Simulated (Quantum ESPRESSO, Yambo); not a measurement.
# BaAlGeH (P3m1): G0W0 with Yambo, start to end, part 2 of 3

Aim: the G0W0 gap of BaAlGeH (P3m1) on PBEsol with spin-orbit coupling, step by step.

Quantum ESPRESSO 7.5 and Yambo 5.3.0; PBEsol and many-body steps on it, plane waves. Known limits of the many-body steps: not at the basis limit; coarse k mesh.

So far. Step 2 (Ground state): The gap is indirect, with the least direct gap 0.54 eV higher. Step 3 (Bands along the symmetry lines): The gap is 0.703 eV, −0.054 eV from the run before at this level.

### 4. Empty states on the mesh, 3×3×4 mesh, 242 bands

Level of this step: DFT, PBEsol with spin-orbit coupling, plane waves, norm-conserving pseudopotentials (Quantum ESPRESSO).

The sums over transitions need many empty states on a uniform mesh; this step solves for them.

Input file pw.in:

```
&control
  calculation = 'nscf'
  prefix = 'x'
  outdir = 'o'
  pseudo_dir = 'pseudo'
/
&system
  ibrav = 0
  nat = 4
  ntyp = 4
  ecutwfc = 116.0
  nbnd = 242
  force_symmorphic = .true.
  noncolin = .true.
  lspinorb = .true.
/
&electrons
  conv_thr = 1e-9
  electron_maxstep = 80
  diago_full_acc = .true.
  diago_thr_init = 5e-6
/
ATOMIC_SPECIES
  Ba 137.33 Ba.upf
  Al 26.982 Al.upf
  Ge 72.63 Ge.upf
  H 1.008 H.upf
CELL_PARAMETERS angstrom
  4.3448400000 -0.0000000000 0.0000000000
  -2.1724200000 3.7627418154 0.0000000000
  0.0000000000 0.0000000000 5.2160600000
ATOMIC_POSITIONS crystal
  Ba 0.0000000000 0.0000000000 0.0000000000
  Al 0.6666666667 0.3333333333 0.5395000000
  Ge 0.3333333333 0.6666666667 0.4551000000
  H 0.6666666667 0.3333333333 0.8703000000
K_POINTS automatic
  3 3 4 0 0 0
```

Run with:

```
$ OMP_NUM_THREADS=1 mpirun -n 4 pw.x -nk 4 -in pw.in > pw.out
```

What it wrote:

```text
[banner, memory and clock lines left out]
Program PWSCF v.7.5 starts

     Atomic positions and unit cell read from directory:
     o/x.save/

     Message from routine setup:
     using ibrav=0 with symmetry is DISCOURAGED, use correct ibrav instead

     G-vector sticks info

     bravais-lattice index     =            0
     lattice parameter (alat)  =       8.2106  a.u.
     unit-cell volume          =     575.4630 (a.u.)^3
     number of atoms/cell      =            4
     number of atomic types    =            4
     number of electrons       =        36.00
     number of Kohn-Sham states=          242
     kinetic-energy cutoff     =     116.0000  Ry
     charge density cutoff     =     464.0000  Ry
     Exchange-correlation= PBESOL
                           (   1   4  10   8   0   0   0)
     Non magnetic calculation with spin-orbit

     celldm(1)=   8.210558  celldm(2)=   0.000000  celldm(3)=   0.000000
     celldm(4)=   0.000000  celldm(5)=   0.000000  celldm(6)=   0.000000

     crystal axes: (cart. coord. in units of alat)
               a(1) = (   1.000000  -0.000000   0.000000 )
               a(2) = (  -0.500000   0.866025   0.000000 )
               a(3) = (   0.000000   0.000000   1.200518 )

     reciprocal axes: (cart. coord. in units 2 pi/alat)
               b(1) = (  1.000000  0.577350 -0.000000 )
               b(2) = (  0.000000  1.154701 -0.000000 )
               b(3) = ( -0.000000 -0.000000  0.832974 )
     Pseudo is Norm-conserving + core correction, Zval = 10.0
     Generated using ONCVPSP code by D. R. Hamann
     Using radial grid of 1936 points, 10 beta functions with:
     Pseudo is Norm-conserving + core correction, Zval =  3.0
     Generated using ONCVPSP code by D. R. Hamann
     Using radial grid of 1876 points, 10 beta functions with:
     Pseudo is Norm-conserving + core correction, Zval = 22.0
     Generated using ONCVPSP code by D. R. Hamann
     Using radial grid of 1560 points, 10 beta functions with:
     Pseudo is Norm-conserving, Zval =  1.0
     Generated using ONCVPSP code by D. R. Hamann
     Using radial grid of 1180 points,  4 beta functions with:
     Ba               10.00   137.33000     Ba( 1.00)
     Al                3.00    26.98200     Al( 1.00)
     Ge               22.00    72.63000     Ge( 1.00)
     H                 1.00     1.00800     H ( 1.00)

      6 Sym. Ops. (no inversion) found

   Cartesian axes

     site n.     atom                  positions (alat units)
         1        Ba     tau(   1) = (   0.0000000   0.0000000   0.0000000  )
         2        Al     tau(   2) = (   0.5000000   0.2886751   0.6476796  )
         3        Ge     tau(   3) = (  -0.0000000   0.5773503   0.5463559  )
         4        H      tau(   4) = (   0.5000000   0.2886751   1.0448111  )

     number of k points=    10
                       cart. coord. in units 2pi/alat
        k(    1) = (   0.0000000   0.0000000   0.0000000), wk =   0.0277778
        k(    2) = (   0.0000000   0.0000000   0.2082434), wk =   0.0555556
        k(    3) = (   0.0000000   0.0000000  -0.4164868), wk =   0.0277778
[...]
k(    9) = (   0.3333333   0.5773503  -0.4164868), wk =   0.0555556
        k(   10) = (   0.0000000  -0.3849002   0.2082434), wk =   0.1666667

     Dense  grid:    97027 G-vectors     FFT dimensions: (  60,  60,  72)

     The potential is recalculated from file :
     o/x.save/charge-density

     Starting wfcs are   46 randomized atomic wfcs +  196 random wfcs

     Band Structure Calculation

     End of band structure calculation

          k = 0.0000 0.0000 0.0000 ( 12099 PWs)   bands (ev):

  -153.9294-153.9294-104.1410-104.1410 -99.8701 -99.8701 -99.8545 -99.8545
   -19.1719 -19.1719 -15.5660 -15.5660 -15.5303 -15.5303 -14.9914 -14.9914
   -14.9565 -14.9565 -14.9451 -14.9451  -5.7513  -5.7513  -3.8305  -3.8305
    -3.5610  -3.5610  -1.1861  -1.1861   3.8174   3.8174   7.2898   7.2898
[...]
[... 19 further rows ...]
[...]
65.8824  65.8825

          k = 0.0000 0.0000 0.2082 ( 12136 PWs)   bands (ev):

  -153.9294-153.9294-104.1410-104.1410 -99.8701 -99.8701 -99.8545 -99.8545
[...]
[... 19 further rows ...]
[...]
66.8995  66.8995

          k = 0.0000 0.0000-0.4165 ( 12142 PWs)   bands (ev):

  -153.9294-153.9294-104.1410-104.1410 -99.8701 -99.8701 -99.8545 -99.8545
[...]
21.9029  21.9029  26.5303  26.5303  26.7596  26.7596  26.8782  26.8782
     [... 19 further rows ...]
    65.8399  65.8399  66.1208  66.1208  66.2196  66.2196  66.7729  66.7729
    66.7931  66.7931

          k = 0.0000 0.3849 0.0000 ( 12118 PWs)   bands (ev):

     [... further k-points ...]

     highest occupied, lowest unoccupied level (ev):     8.1018    8.9946

     XML data file, pseudopotentials, collected wavefunctions
```

It took 3.5 min on 4 MPI ranks of Arm Neoverse V1, shared host; peak memory 2.3 GiB; 14 min of CPU time.

Numbers from this step:

| Quantity | Value |
| --- | --- |
| gap | 0.8928 eV |
| k of the valence top | 0, 0, -0.5 |
| k of the conduction bottom | 0, -0.3333, 0.25 |
| least direct gap | 1.296 eV |
| k points computed | 10 |
| lowest point of the top converged band, above the valence top | 56.1566 eV |

On this mesh the gap is 0.893 eV. The earlier step found 0.757 eV, so this mesh misses an edge.

### 5. Conversion and set-up

This step: Yambo 5.3.0; conversion and set-up on PBEsol with spin-orbit coupling, plane waves, norm-conserving pseudopotentials.

The states are converted to the many-body program's format and the q mesh is built.

Run with:

```
$ (cd o/x.save; p2y > p2y.log; mv SAVE ../..); yambo > setup.log
```

What it wrote:

```text
 Yambo, version 5.3.0

 [02] CORE Variables Setup
 =========================

  [02.01] Unit cells
  ==================

  Cell kind             :  HCP
  Atoms in the cell     :  Ba  Al  Ge  H
  number of Ba atoms    :  1
  number of Al atoms    :  1
  number of Ge atoms    :  1
  number of H  atoms    :  1

  List of atomic masses
  Mass of Ba    :  137.3300
  Mass of Al    :  26.98200
  Mass of Ge    :  72.63000
  Mass of H     :  1.008000

  List of atomic coordinates    : [cc]
  Ba1       :  0.000000  0.000000  0.000000  order 1
  Al1       :  4.105279  2.370184  5.317811  order 2
  Ge1       : -0.41053E-09   4.7404       4.4859      order 3
  H1       :  4.105279  2.370184  8.578482  order 4

  Alat factors          :  8.210558  7.110552  9.856925 [a.u.]
  Direct lattice volume :  575.4630 [a.u.]
  Direct lattice vectors:  A[ 1 ]  A[ 2 ]  A[ 3 ]
   A[ 1 ]:  1.000000 -0.000000  0.000000  [iru]
   8.210558 -0.000000  0.000000  [cc]
   A[ 2 ]: -0.500000  1.000000  0.000000  [iru]
  -4.105279  7.110552  0.000000  [cc]
   A[ 3 ]:  0.000000  0.000000  1.000000  [iru]
   0.000000  0.000000  9.856925  [cc]

  Recip. lattice volume :  0.431045 [a.u.]
  Recip. lattice vectors:  B[ 1 ]  B[ 2 ]  B[ 3 ]
   B[ 1 ]:  1.000000  0.500000  0.000000  [iku]
   0.765257  0.441821 -0.000000  [cc]
   B[ 2 ]:  0.000000  1.000000  0.000000  [iku]
   0.000000  0.883642 -0.000000  [cc]
   B[ 3 ]:  0.000000  0.000000  1.000000  [iku]
  -0.000000 -0.000000  0.637439  [cc]

  [02.02] Symmetries
  ==================

  Inversion symmetry    : yes
  Spatial inversion     : no
  Inversion index       :   7
  K-space Time-reversal : yes
  Magnetic symmetries   : no
  Time-reversal derived K-space symmetries:   7  12
  Group table correct   : yes
  Symmetries units      :  [cc]

   [S  1]:   1.0000       0.0000       0.0000     -0.12996E-16   1.0000       0.0000       0.0000       0.0000       1.0000
   [S  2]: -0.500000  0.866025  0.000000 -0.866025 -0.500000  0.000000  0.000000  0.000000  1.000000
   [S  3]: -0.500000 -0.866025  0.000000  0.866025 -0.500000  0.000000  0.000000  0.000000  1.000000
   [S  4]:  -1.0000       0.0000       0.0000      0.12996E-16   1.0000       0.0000       0.0000       0.0000       1.0000
   [S  5]:  0.500000  0.866025  0.000000  0.866025 -0.500000  0.000000  0.000000  0.000000  1.000000
   [S  6]:  0.500000 -0.866025  0.000000 -0.866025 -0.500000  0.000000  0.000000  0.000000  1.000000
   [S* 7]:  -1.0000      -0.0000      -0.0000      0.12996E-16  -1.0000      -0.0000      -0.0000      -0.0000      -1.0000
   [S* 8]:  0.500000 -0.866025 -0.000000  0.866025  0.500000 -0.000000 -0.000000 -0.000000 -1.000000
   [S* 9]:  0.500000  0.866025 -0.000000 -0.866025  0.500000 -0.000000 -0.000000 -0.000000 -1.000000
   [S*10]:   1.0000      -0.0000      -0.0000     -0.12996E-16  -1.0000      -0.0000      -0.0000      -0.0000      -1.0000
[...]
Grid dimensions      :   4   3   3
  K lattice UC volume  :  0.011973 [a.u.]

  IBZ K-points                                      :  10
  BZ  K-points                                      :   36

  K/Q-points units:
  rlu = crystal or reduced units; cc = cartesian coordinates; iku = interal k-units

  K [ 1]         [rlu]:  0.000000  0.000000  0.000000
         WF components:  12099
  K [ 2]         [rlu]:  0.000000  0.000000  0.250000
         WF components:  12136
  K [ 3]         [rlu]:  0.000000  0.000000 -0.500000
         WF components:  12142
[...]
K [ 8]         [rlu]:  0.333333  0.333333  0.250000
[...]
K [ 9]         [rlu]:  0.333333  0.333333 -0.500000
         WF components:  12138
  K [10]         [rlu]:  0.000000 -0.333333  0.250000
         WF components:  12147

  [02.05] Energies & Occupations
  ==============================

  [X] === General ===
  [X] Electronic Temperature                        :  0.000000  0.000000 [eV K]
  [X] Bosonic    Temperature                        :  0.000000  0.000000 [eV K]
  [X] Finite Temperature mode                       : no
  [X] El. density                                   :  0.42216E+24 [cm-3]
  [X] Fermi Level                                   :  8.101790 [eV]

  [X] === Gaps and Widths ===
  [X] Conduction Band Min                           :  0.892765 [eV]
  [X] Valence Band Max                              :  0.000000 [eV]
  [X] Filled Bands                                  :   36
  [X] Empty Bands                                   :   37  242
  [X] Direct Gap                                    :  1.295579 [eV]
  [X] Direct Gap localized at k                     :  10
  [X] Indirect Gap                                  :  0.892765 [eV]
  [X] Indirect Gap between kpts                     :   3  10
  [X] Last valence band width                       :  0.947568 [eV]
  [X] 1st conduction band width                     :  2.220180 [eV]

  E @ K [ 1]:  [eV]
  -162.0311 -162.0311 -112.2428 -112.2428 -107.9719 -107.9719 -107.9563 -107.9563
[...]
occ @ K [ 1]
[...]
E @ K [ 2]:  [eV]
[...]
occ @ K [ 2]
[...]
E @ K [ 3]:  [eV]
[...]
occ @ K [ 3]
[...]
E @ K [ 8]:  [eV]
[...]
occ @ K [ 8]
[...]
E @ K [ 9]:  [eV]
[...]
occ @ K [ 9]
[...]
E @ K [10]:  [eV]
[...]
occ @ K [10]
[...]
0.000000  0.000000  0.000000  0.000000  0.000000  0.000000  0.000000  0.000000
   0.000000  0.000000  0.000000  0.000000  0.000000  0.000000  0.000000  0.000000

 [03] Transferred momenta grid and indexing
 ==========================================

 IBZ Q-points                                      :  10
 BZ  Q-points                                      :   36

 K/Q-points units:
 rlu = crystal or reduced units; cc = cartesian coordinates; iku = interal k-units

 Q [ 1]         [rlu]:  0.000000  0.000000  0.000000
 Q [ 2]         [rlu]:  0.000000  0.000000  0.250000
 Q [ 3]         [rlu]:  0.000000  0.000000 -0.500000
[...]
Q [ 8]         [rlu]:  0.333333  0.333333  0.250000
 Q [ 9]         [rlu]:  0.333333  0.333333 -0.500000
 Q [10]         [rlu]:  0.50022E-17 -0.33333      0.25000

  [03.01] X indexes
  =================

   [03.01.01] Sigma indexes
   ========================

 [06] Game Over & Game summary
```

It took 7.1 s on 1 MPI rank; peak memory 0.25 GiB.

(Part 2 of 3 ends here.)

[Paths, hosts, dates, memory and timing lines, banners, echoed tables and standing remarks are left out of the program output.]

[Logs are printed without paths, hosts, clocks, repeated set-up lines and the standing remarks that a program may print on its own settings, such as how far it seeks lower states.]

[Runs of the session that timed out or met a known fault of the program may be left out.]

[Hosts, paths, dates, database ids (printed as entryN), source tags and the programs' standing remarks are cut or masked in the printed files.]
